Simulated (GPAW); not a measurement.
# VSi2As4 monolayer: work function by functional and basis

Wanted: work functions and dipole of VSi2As4 monolayer, with the cost of each level.

Main program and level: GPAW 26.7.0; GPAW, PAW setups; layer in a repeated cell with vacuum, relaxation of atoms and in-plane cell, in the first sound run; inputs show where later runs differ.

**1. The structure**

The cell holds 7 atoms: 4 As, 2 Si and 1 V. Its edges and angles: a = 3.630 Å, b = 3.630 Å, c = 26.879 Å, α = 90.0°, β = 90.0°, γ = 120.0°. Vacuum lies along c.

**2. Relaxing the atoms**

Forces are removed first; all later runs use this geometry.

run.py

```python
import json
import numpy as np
from ase import Atoms
from ase.filters import FrechetCellFilter
from ase.optimize import BFGS
from gpaw import GPAW, PW

slab = Atoms(
    ['As', 'Si', 'As', 'V', 'As', 'Si', 'As'],
    positions=[
        [0.00000, 0.00000, 9.00000],
        [-0.00000, 2.09578, 9.76197],
        [-0.00000, 2.09578, 11.99197],
        [0.00000, 0.00000, 13.43935],
        [-0.00000, 2.09578, 14.88673],
        [-0.00000, 2.09578, 17.11673],
        [0.00000, 0.00000, 17.87870]],
    cell=[[3.63, 0.0, 0.0], [-1.815, 3.14367, 0.0], [0.0, 0.0, 26.8787]],
    pbc=[True, True, True],
    magmoms=[0.0, 0.0, 0.0, 1.0, 0.0, 0.0, 0.0])

slab.calc = GPAW(mode=PW(600), xc='PBE', kpts={'size': (9, 9, 1), 'gamma': True},
                 occupations={'name': 'fermi-dirac', 'width': 0.05}, nbands='200%',
                 convergence={'density': 1e-05}, maxiter=200,
                 symmetry={'tolerance': 1e-3}, txt='slab.txt')
result = {}
# The in-plane cell is free; stress needs a cell that repeats along all three vectors
path = []
opt = BFGS(FrechetCellFilter(slab, mask=[1, 1, 0, 0, 0, 1]), maxstep=0.2)
opt.attach(lambda: path.append((slab.get_potential_energy(), slab.positions.tolist(), slab.get_forces().tolist())))
result['relaxed'] = bool(opt.run(fmax=0.02, steps=45))
result['path'] = path
result['cell'] = slab.cell.tolist()
print('in-plane lattice', slab.cell.cellpar().round(4)[[0, 1, 5]])
energy = slab.get_potential_energy()
fermi = slab.calc.get_fermi_level()
v = slab.calc.get_electrostatic_potential().mean((0, 1)) - fermi
n = slab.calc.get_pseudo_density().mean((0, 1))
L = slab.cell[2, 2]
z = np.arange(len(v)) * L / len(v)
low, high = slab.positions[:, 2].min(), slab.positions[:, 2].max()
below, above = np.interp([low - 6.8, high + 6.8], z, v)
slopes = [np.interp(x, z, np.gradient(v, z)) for x in (low - 6.8, high + 6.8)]
eps = np.array([[slab.calc.get_eigenvalues(k, s) for k in range(len(slab.calc.get_ibz_k_points()))]
                for s in range(slab.calc.get_number_of_spins())]) - fermi
top, bottom = eps[eps < 0].max(), eps[eps > 0].min()
dipole = slab.get_dipole_moment()[2]
print(f'energy {energy:.4f} eV, Fermi level {fermi:.4f} eV, dipole {dipole:.5f} e A')
print(f'potential 6.8 A off the faces, from the Fermi level: lower {below:.4f} eV, upper {above:.4f} eV')
print(f'slope of the potential there: lower {slopes[0]:.5f}, upper {slopes[1]:.5f} eV/A')
print(f'nearest levels on the mesh: {top:.4f} and {bottom:.4f} eV')
print('magnetic moment', round(slab.get_magnetic_moment(), 3))
result.update(energy=energy, fermi=fermi, dipole=dipole, below=below, above=above, slopes=slopes, edges=[top, bottom],
              z=z.tolist(), v=v.tolist(), n=n.tolist(), positions=slab.positions.tolist(),
              forces=slab.get_forces(apply_constraint=False).tolist(), moments=slab.get_magnetic_moments().tolist())
json.dump(result, open('result.json', 'w'))
```

The run is started by

```bash
$ OMP_NUM_THREADS=1 OPENBLAS_NUM_THREADS=1 python run.py
```

The program printed:

```text
Step          Energy          fmax
BFGS:    0      -37.201468        3.410698
BFGS:    1      -37.674251        2.880515
BFGS:    2      -38.451721        1.155315
BFGS:    3      -38.491720        0.802184
BFGS:    4      -38.578328        0.741086
BFGS:    5      -38.679017        0.746502
BFGS:    6      -38.744125        0.438282
BFGS:    7      -38.761299        0.242448
BFGS:    8      -38.765972        0.259198
BFGS:    9      -38.770999        0.250273
BFGS:   10      -38.776742        0.216939
BFGS:   11      -38.783372        0.240681
BFGS:   12      -38.788388        0.185434
BFGS:   13      -38.790476        0.102028
BFGS:   14      -38.791021        0.030620
BFGS:   15      -38.791109        0.008165
in-plane lattice [  3.6416   3.6416 120.    ]
energy -38.7887 eV, Fermi level 0.1363 eV, dipole -0.00015 e A
potential 6.8 A off the faces, from the Fermi level: lower 4.9644 eV, upper 4.9644 eV
slope of the potential there: lower -0.00002, upper 0.00002 eV/A
nearest levels on the mesh: -0.0812 and 0.0720 eV
magnetic moment 0.976
```

The job ended after 73 min (1 thread of Arm Neoverse V1, shared host; peak memory 1 GiB).

This step gave:

- dipole along the normal: -1.54e-4 e·Å
- levels nearest the Fermi level on the mesh: -0.08125, 0.07198 eV from the Fermi level
- site moments: -7.93e-4, 0.008710, -0.05038, 0.9191, -0.05038, 0.008710, -7.93e-4 μB
- sum of the site moments: 0.8342 μB

The electrostatic potential energy of an electron (without an applied field's), less the Fermi level, planar mean oscillates, so the rows of the table below give means over windows of 1 Å about each position, cut where the curve ends. Its maxima inside the range that stand out by 2 % of the span (Å: eV): 9.2: -9.38, 10.8: 2.06, 12.7: -4.77, 14.1: -4.74, 16.0: 2.06, 17.7: -9.38. Its minima: 8.6: -14.4, 9.6: -11.3, 12.0: -12.8, 13.4: -10.9, 14.9: -12.8, 17.3: -11.3, 18.3: -14.4.

Table of electrostatic potential energy of an electron (without an applied field's), less the Fermi level, planar mean by z; means over each step:

```csv
z (Å),"electrostatic potential energy of an electron (without an applied field's), less the Fermi level, planar mean (eV)"
0,4.96
1,4.96
2,4.96
3,4.96
4,4.96
5,4.96
6,4.91
7,4.10
8,-5.20
9,-11.3
10,-5.93
11,0.568
12,-9.63
13,-7.35
14,-6.92
15,-9.13
16,0.959
17,-7.26
18,-11.6
19,-3.22
20,4.35
21,4.93
22,4.96
23,4.96
24,4.96
25,4.96
26,4.96
```

The pseudo valence density, planar mean oscillates, so the rows of the table below give means over windows of 1 Å about each position, cut where the curve ends. Its maxima inside the range that stand out by 2 % of the span (Å: e/Å³): 8.1: 0.259, 9.1: 0.392, 11.6: 0.248, 13.4: 1.33, 15.3: 0.248, 17.8: 0.392, 18.8: 0.259. Its minima: 8.4: 0.185, 10.8: 0.127, 11.9: 0.167, 15.0: 0.167, 16.1: 0.127, 18.5: 0.185.

Pseudo valence density, planar mean against z; means over each step:

| z (Å) | pseudo valence density, planar mean (e/Å³) |
| --- | --- |
| 4 | 8.4e-6 |
| 5 | 1.4e-4 |
| 6 | 0.00234 |
| 7 | 0.0375 |
| 8 | 0.201 |
| 9 | 0.317 |
| 10 | 0.182 |
| 11 | 0.162 |
| 12 | 0.238 |
| 13 | 0.719 |
| 14 | 0.609 |
| 15 | 0.226 |
| 16 | 0.152 |
| 17 | 0.199 |
| 18 | 0.307 |
| 19 | 0.188 |
| 20 | 0.0268 |
| 21 | 0.00163 |
| 22 | 9.7e-5 |

Site moment by atom:

| atom | site moment (μB) |
| --- | --- |
| As1 | -0.001 |
| Si2 | 0.009 |
| As3 | -0.050 |
| V4 | 0.919 |
| As5 | -0.050 |
| Si6 | 0.009 |
| As7 | -0.001 |

The relaxation lowered the energy of the cell by 1.59 eV (energies extrapolated to zero smearing; the optimiser's log prints free energies). The largest force left on a free atom is 0.0082 eV/Å.

**3. The slab's potential**

With the geometry fixed, the planar mean of the potential gives the vacuum level on each side.

This step: GPAW, PAW setups; slab in vacuum (GPAW 26.7.0).

The cell differs from the one that the last finished run ended in (c 26.879 → 27.870 Å).

Changes to run.py since step 2:

```diff
@@ -3,4 +3,2 @@
 from ase import Atoms
-from ase.filters import FrechetCellFilter
-from ase.optimize import BFGS
 from gpaw import GPAW, PW
@@ -11,25 +9,18 @@
         [0.00000, 0.00000, 9.00000],
-        [-0.00000, 2.09578, 9.76197],
-        [-0.00000, 2.09578, 11.99197],
-        [0.00000, 0.00000, 13.43935],
-        [-0.00000, 2.09578, 14.88673],
-        [-0.00000, 2.09578, 17.11673],
-        [0.00000, 0.00000, 17.87870]],
-    cell=[[3.63, 0.0, 0.0], [-1.815, 3.14367, 0.0], [0.0, 0.0, 26.8787]],
-    pbc=[True, True, True],
+        [-0.00000, 2.10247, 10.11776],
+        [-0.00000, 2.10247, 12.49730],
+        [0.00000, -0.00000, 13.93486],
+        [-0.00000, 2.10247, 15.37243],
+        [-0.00000, 2.10247, 17.75196],
+        [0.00000, 0.00000, 18.86973]],
+    cell=[[3.64159, 0.0, 0.0], [-1.82079, 3.15371, 0.0], [0.0, 0.0, 27.8697]],
+    pbc=[True, True, False],
     magmoms=[0.0, 0.0, 0.0, 1.0, 0.0, 0.0, 0.0])
 
-slab.calc = GPAW(mode=PW(600), xc='PBE', kpts={'size': (9, 9, 1), 'gamma': True},
+slab.calc = GPAW(mode=PW(400), xc='PBE', kpts={'size': (9, 9, 1), 'gamma': True},
                  occupations={'name': 'fermi-dirac', 'width': 0.05}, nbands='200%',
                  convergence={'density': 1e-05}, maxiter=200,
+                 poissonsolver={'dipolelayer': 'xy'},
                  symmetry={'tolerance': 1e-3}, txt='slab.txt')
 result = {}
-# The in-plane cell is free; stress needs a cell that repeats along all three vectors
-path = []
-opt = BFGS(FrechetCellFilter(slab, mask=[1, 1, 0, 0, 0, 1]), maxstep=0.2)
-opt.attach(lambda: path.append((slab.get_potential_energy(), slab.positions.tolist(), slab.get_forces().tolist())))
-result['relaxed'] = bool(opt.run(fmax=0.02, steps=45))
-result['path'] = path
-result['cell'] = slab.cell.tolist()
-print('in-plane lattice', slab.cell.cellpar().round(4)[[0, 1, 5]])
 energy = slab.get_potential_energy()
```

The program printed:

```text
energy -38.7671 eV, Fermi level -0.0446 eV, dipole 0.00038 e A
potential 6.8 A off the faces, from the Fermi level: lower 4.9682 eV, upper 4.9598 eV
slope of the potential there: lower -0.00003, upper 0.00004 eV/A
nearest levels on the mesh: -0.0808 and 0.0715 eV
magnetic moment 0.975
```

The job ended after 3.1 min (1 thread; peak memory 0.36 GiB).

This step gave:

```yaml
dipole_along_the_normal: 3.80e-4 e·Å
levels_nearest_the_fermi_level_on_the_mesh: -0.08078, 0.07146 eV from the Fermi level
upper_work_function: 4.960 eV
lower_work_function: 4.968 eV
site_moments: -7.81e-4, 0.008714, -0.05028, 0.9176, -0.05028, 0.008714, -7.81e-4 μB
sum_of_the_site_moments: 0.8329 μB
```

The electrostatic potential energy of an electron (without an applied field's), less the Fermi level, planar mean oscillates, so the rows of the table below give means over windows of 1.75 Å about each position, cut where the curve ends. Its maxima inside the range that stand out by 2 % of the span (Å: eV): 9.6: -9.39, 11.4: 2.05, 13.2: -4.71, 14.7: -4.71, 16.5: 2.05, 18.3: -9.40. Its minima: 9.1: -14.3, 10.0: -11.2, 12.5: -12.8, 13.9: -10.9, 15.4: -12.8, 17.9: -11.2, 18.8: -14.3.

Electrostatic potential energy of an electron (without an applied field's), less the Fermi level, planar mean against z; means over each step:

| z (Å) | electrostatic potential energy of an electron (without an applied field's), less the Fermi level, planar mean (eV) |
| --- | --- |
| 0.88 | 4.97 |
| 2.62 | 4.97 |
| 4.38 | 4.97 |
| 6.12 | 4.94 |
| 7.88 | 1.13 |
| 9.62 | -11.0 |
| 11.38 | -1.31 |
| 13.12 | -8.71 |
| 14.88 | -8.52 |
| 16.62 | -1.24 |
| 18.38 | -11.1 |
| 20.12 | 2.14 |
| 21.88 | 4.94 |
| 23.62 | 4.96 |
| 25.38 | 4.96 |
| 27.12 | 4.96 |

The pseudo valence density, planar mean by z:

| z (Å) | pseudo valence density, planar mean (e/Å³) |
| --- | --- |
| 5 | 2.3e-5 |
| 6 | 4.1e-4 |
| 7 | 0.00691 |
| 8 | 0.105 |
| 9 | 0.201 |
| 10 | 0.261 |
| 11 | 0.135 |
| 12 | 0.240 |
| 13 | 0.351 |
| 14 | 1.26 |
| 15 | 0.317 |
| 16 | 0.218 |
| 17 | 0.145 |
| 18 | 0.306 |
| 19 | 0.191 |
| 20 | 0.0757 |
| 21 | 0.00490 |
| 22 | 2.9e-4 |
| 23 | 1.7e-5 |

The potential is flat to 3.6e-5 eV/Å where it is read, so the vacuum is wide enough.

**4. Self-consistent run: xc = "RPBE"**

The same geometry under RPBE, to see how far the functional moves the levels against the vacuum.

Changes to run.py since step 3:

```diff
@@ -19,3 +19,3 @@
 
-slab.calc = GPAW(mode=PW(400), xc='PBE', kpts={'size': (9, 9, 1), 'gamma': True},
+slab.calc = GPAW(mode=PW(400), xc='RPBE', kpts={'size': (9, 9, 1), 'gamma': True},
                  occupations={'name': 'fermi-dirac', 'width': 0.05}, nbands='200%',
```

The program printed:

```text
energy -36.3951 eV, Fermi level 0.0744 eV, dipole 0.00038 e A
potential 6.8 A off the faces, from the Fermi level: lower 4.8539 eV, upper 4.8455 eV
slope of the potential there: lower -0.00003, upper 0.00004 eV/A
nearest levels on the mesh: -0.1144 and 0.1115 eV
magnetic moment 0.989
```

Elapsed: 3.1 min, on 1 thread; peak memory 0.36 GiB.

This step gave:

```yaml
dipole_along_the_normal: 3.81e-4 e·Å
levels_nearest_the_fermi_level_on_the_mesh: -0.1144, 0.1115 eV from the Fermi level
upper_work_function: 4.846 eV
lower_work_function: 4.854 eV
site_moments: -0.001332, 0.008941, -0.05700, 0.9508, -0.05700, 0.008941, -0.001332 μB
sum_of_the_site_moments: 0.8521 μB
```

The electrostatic potential energy of an electron (without an applied field's), less the Fermi level, planar mean oscillates, so the rows of the table below give means over windows of 1.75 Å about each position, cut where the curve ends. Its maxima inside the range that stand out by 2 % of the span (Å: eV): 9.6: -9.51, 11.4: 1.93, 13.2: -4.84, 14.7: -4.84, 16.5: 1.93, 18.3: -9.52. Its minima: 9.1: -14.4, 10.0: -11.4, 12.5: -12.9, 13.9: -11.0, 15.4: -12.9, 17.9: -11.4, 18.8: -14.4.

Table of electrostatic potential energy of an electron (without an applied field's), less the Fermi level, planar mean by z; means over each step:

z (Å), electrostatic potential energy of an electron (without an applied field's), less the Fermi level, planar mean (eV) and a bar from the least value:
```
     0.88        4.9 ##############################
     2.62        4.9 ##############################
     4.38        4.9 ##############################
     6.12        4.8 ##############################
     7.88        1.0 #######################
     9.62      -11.1 
    11.38       -1.4 ##################
    13.12       -8.8 ####
    14.88       -8.7 #####
    16.62       -1.4 ##################
    18.38      -11.2 
    20.12        2.0 #########################
    21.88        4.8 ##############################
    23.62        4.8 ##############################
    25.38        4.8 ##############################
    27.12        4.8 ##############################
```

Pseudo valence density, planar mean against z:

z (Å), pseudo valence density, planar mean (e/Å³) and a bar:
```
        5       0.00 
        6       0.00 
        7       0.01 
        8       0.11 ###
        9       0.20 #####
       10       0.26 ######
       11       0.14 ###
       12       0.24 ######
       13       0.35 ########
       14       1.26 ##############################
       15       0.32 ########
       16       0.22 #####
       17       0.14 ###
       18       0.31 #######
       19       0.19 #####
       20       0.08 ##
       21       0.00 
       22       0.00 
       23       0.00
```

Site moment by atom:

```csv
atom,site moment (μB)
As1,-0.001
Si2,0.009
As3,-0.057
V4,0.951
As5,-0.057
Si6,0.009
As7,-0.001
```

Force by atom:

```
atom  x (eV/Å)  y (eV/Å)  z (eV/Å)   size
 As1     0.000     0.000    -0.133  0.133
 Si2     0.000     0.000     0.015  0.015
 As3     0.000     0.000    -0.094  0.094
  V4     0.000     0.000     0.000  0.000
 As5     0.000     0.000     0.094  0.094
 Si6     0.000     0.000    -0.015  0.015
 As7     0.000     0.000     0.133  0.133
```

The upper face's work function is 4.846 eV, against 4.960 eV in the first plane-wave PBE run at this geometry.

**5. OptPBE vdW: xc = "optPBE-vdW"**

The same geometry under optPBE-vdW, to see how far the functional moves the levels against the vacuum (the van der Waals functionals take revPBE setups).

Changes to run.py since step 4:

```diff
@@ -19,3 +19,3 @@
 
-slab.calc = GPAW(mode=PW(400), xc='RPBE', kpts={'size': (9, 9, 1), 'gamma': True},
+slab.calc = GPAW(mode=PW(400), xc='optPBE-vdW', kpts={'size': (9, 9, 1), 'gamma': True},
                  occupations={'name': 'fermi-dirac', 'width': 0.05}, nbands='200%',
```

The program printed:

```text
energy -103.8128 eV, Fermi level -0.1495 eV, dipole 0.00038 e A
potential 6.8 A off the faces, from the Fermi level: lower 5.1664 eV, upper 5.1580 eV
slope of the potential there: lower -0.00003, upper 0.00004 eV/A
nearest levels on the mesh: -0.0890 and 0.0776 eV
magnetic moment 0.975
```

Wall time 3.6 min (1 thread); peak memory 0.59 GiB.

Numbers from this step:

```
levels nearest the Fermi level on the mesh : -0.08899, 0.07760 eV from the Fermi level
upper work function                        : 5.158 eV
lower work function                        : 5.166 eV
site moments                               : -8.52e-4, 0.008445, -0.04986, 0.9219, -0.04986, 0.008445, -8.52e-4 μB
sum of the site moments                    : 0.8374 μB
```

The upper face's work function is 5.158 eV, against 4.960 eV in the first plane-wave PBE run at this geometry.

**6. Self-consistent run: xc = "vdW-DF2"**

The same geometry under vdW-DF2, to see how far the functional moves the levels against the vacuum (the van der Waals functionals take revPBE setups).

Changes to run.py since step 5:

```diff
@@ -19,3 +19,3 @@
 
-slab.calc = GPAW(mode=PW(400), xc='optPBE-vdW', kpts={'size': (9, 9, 1), 'gamma': True},
+slab.calc = GPAW(mode=PW(400), xc='vdW-DF2', kpts={'size': (9, 9, 1), 'gamma': True},
                  occupations={'name': 'fermi-dirac', 'width': 0.05}, nbands='200%',
```

The program printed:

```text
energy -384.6210 eV, Fermi level -0.1617 eV, dipole 0.00038 e A
potential 6.8 A off the faces, from the Fermi level: lower 5.2726 eV, upper 5.2642 eV
slope of the potential there: lower -0.00011, upper 0.00011 eV/A
nearest levels on the mesh: -0.1108 and 0.1032 eV
magnetic moment 0.982
```

Run time: 3.6 min. Hardware: 1 thread; peak memory 0.59 GiB.

Numbers from this step:

- dipole along the normal: 3.82e-4 e·Å
- levels nearest the Fermi level on the mesh: -0.1108, 0.1032 eV from the Fermi level
- upper work function: 5.264 eV
- lower work function: 5.273 eV
- site moments: 2.42e-4, 0.009046, -0.04329, 0.9063, -0.04329, 0.009046, 2.42e-4 μB
- sum of the site moments: 0.8383 μB

The upper face's work function is 5.264 eV, against 4.960 eV in the first plane-wave PBE run at this geometry.

**7. Self-consistent run: xc = "LDA"**

The same geometry under LDA, to see how far the functional moves the levels against the vacuum.

Changes to run.py since step 6:

```diff
@@ -19,3 +19,3 @@
 
-slab.calc = GPAW(mode=PW(400), xc='vdW-DF2', kpts={'size': (9, 9, 1), 'gamma': True},
+slab.calc = GPAW(mode=PW(400), xc='LDA', kpts={'size': (9, 9, 1), 'gamma': True},
                  occupations={'name': 'fermi-dirac', 'width': 0.05}, nbands='200%',
```

The program printed:

```text
energy -43.3745 eV, Fermi level -0.3310 eV, dipole 0.00038 e A
potential 6.8 A off the faces, from the Fermi level: lower 5.2344 eV, upper 5.2260 eV
slope of the potential there: lower -0.00003, upper 0.00004 eV/A
nearest levels on the mesh: -0.0930 and 0.0129 eV
magnetic moment 0.842
```

It took 2.8 min on 1 thread; peak memory 0.34 GiB.

This step gave:

```
dipole along the normal                    : 3.78e-4 e·Å
levels nearest the Fermi level on the mesh : -0.09305, 0.01294 eV from the Fermi level
upper work function                        : 5.226 eV
lower work function                        : 5.234 eV
site moments                               : -7.79e-4, 0.005993, -0.03377, 0.7715, -0.03377, 0.005993, -7.79e-4 μB
sum of the site moments                    : 0.7144 μB
```

The upper face's work function is 5.226 eV, against 4.960 eV in the first plane-wave PBE run at this geometry.

**8. Self-consistent run: xc = "revPBE"**

The same geometry under revPBE, to see how far the functional moves the levels against the vacuum.

Changes to run.py since step 7:

```diff
@@ -19,3 +19,3 @@
 
-slab.calc = GPAW(mode=PW(400), xc='LDA', kpts={'size': (9, 9, 1), 'gamma': True},
+slab.calc = GPAW(mode=PW(400), xc='revPBE', kpts={'size': (9, 9, 1), 'gamma': True},
                  occupations={'name': 'fermi-dirac', 'width': 0.05}, nbands='200%',
```

The program printed:

```text
energy -36.7420 eV, Fermi level 0.0567 eV, dipole 0.00038 e A
potential 6.8 A off the faces, from the Fermi level: lower 4.8590 eV, upper 4.8507 eV
slope of the potential there: lower -0.00003, upper 0.00004 eV/A
nearest levels on the mesh: -0.1069 and 0.1015 eV
magnetic moment 0.987
```

Run time: 3.1 min. Hardware: 1 thread; peak memory 0.36 GiB.

Numbers from this step:

| Quantity | Value |
| --- | --- |
| dipole along the normal | 3.80e-4 e·Å |
| levels nearest the Fermi level on the mesh | -0.1069, 0.1015 eV from the Fermi level |
| upper work function | 4.851 eV |
| lower work function | 4.859 eV |
| site moments | -0.001206, 0.008896, -0.05534, 0.9434, -0.05534, 0.008896, -0.001206 μB |
| sum of the site moments | 0.8481 μB |

The upper face's work function is 4.851 eV, against 4.960 eV in the first plane-wave PBE run at this geometry.

(Part 1 of 2 ends here.)

[Logs are printed without paths, hosts, clocks, repeated set-up lines and the standing remarks that a program may print on its own settings, such as how far it seeks lower states.]

[Hosts, paths, dates, database ids (printed as entryN), source tags and the programs' standing remarks are cut or masked in the printed files.]
